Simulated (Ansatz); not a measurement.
An input for Ansatz 0.2.0 (SiO2 (Quartz)):

```yaml
crystal:
  lattice:
    - [4.9158, 0.0, 0.0]
    - [-2.4579, 4.2572076799, 0.0]
    - [0.0, 0.0, 5.4091]
  atoms:
    - { symbol: Si, position: [0.5303, 0.0, 0.3333333333] }
    - { symbol: Si, position: [0.0, 0.5303, 0.6666666667] }
    - { symbol: Si, position: [0.4697, 0.4697, 0.0] }
    - { symbol: O, position: [0.1462, 0.4142, 0.881] }
    - { symbol: O, position: [0.5858, 0.732, 0.2143333333] }
    - { symbol: O, position: [0.268, 0.8538, 0.5476666667] }
    - { symbol: O, position: [0.4142, 0.1462, 0.119] }
    - { symbol: O, position: [0.732, 0.5858, 0.7856666667] }
    - { symbol: O, position: [0.8538, 0.268, 0.4523333333] }
kpoints:
  mp_grid: { grid: [12, 12, 6] }
  band_path:
    path:
      - [0.0, 0.0, 0.0]
      - [0.5, 0.0, 0.0]
      - [0.33333333, 0.33333333, 0.0]
      - [0.0, 0.0, 0.5]
      - [0.5, 0.0, 0.5]
      - [0.33333333, 0.33333333, 0.5]
      - [0.0, 0.0, 0.05]
    npoints: 1
hamiltonian:
  xc: lda
scf:
  occupations: { method: fixed }
  n_extra_bands: 7
output:
  eigenvalues: true
  forces: true
  stress: true
```

```sh
ansatz run input.yaml --threads 3 --pin off --max-ram 92160MiB --backend cuda --events-out ev --progress --plain --runs-dir out --devices 1 --max-vram 13GiB
```

How long will it take on 1 × NVIDIA H100 80GB HBM3 (shared by 6 runs) with 3 threads of AMD EPYC 7R13 (Zen 3), shared host, and how much memory?

It took 25 s; on shared hardware allow 13 s to 51 s. Peak host memory was 0.95 GiB. The sizes that set the cost: 2209 plane waves a state, 100 irreducible k points and 6 SCF cycles.

[Paths, hosts, dates, memory and timing lines, banners, echoed tables and standing remarks are left out of the program output.]

[Logs are printed without paths, hosts, clocks, repeated set-up lines and the standing remarks that a program may print on its own settings, such as how far it seeks lower states.]

[Runs of the session that timed out or met a known fault of the program may be left out.]

[Cells called generated may have been cut or substituted from an entry of the Crystallography Open Database or the Materials Project.]

[Hosts, paths, dates, database ids (printed as entryN), source tags and the programs' standing remarks are cut or masked in the printed files.]
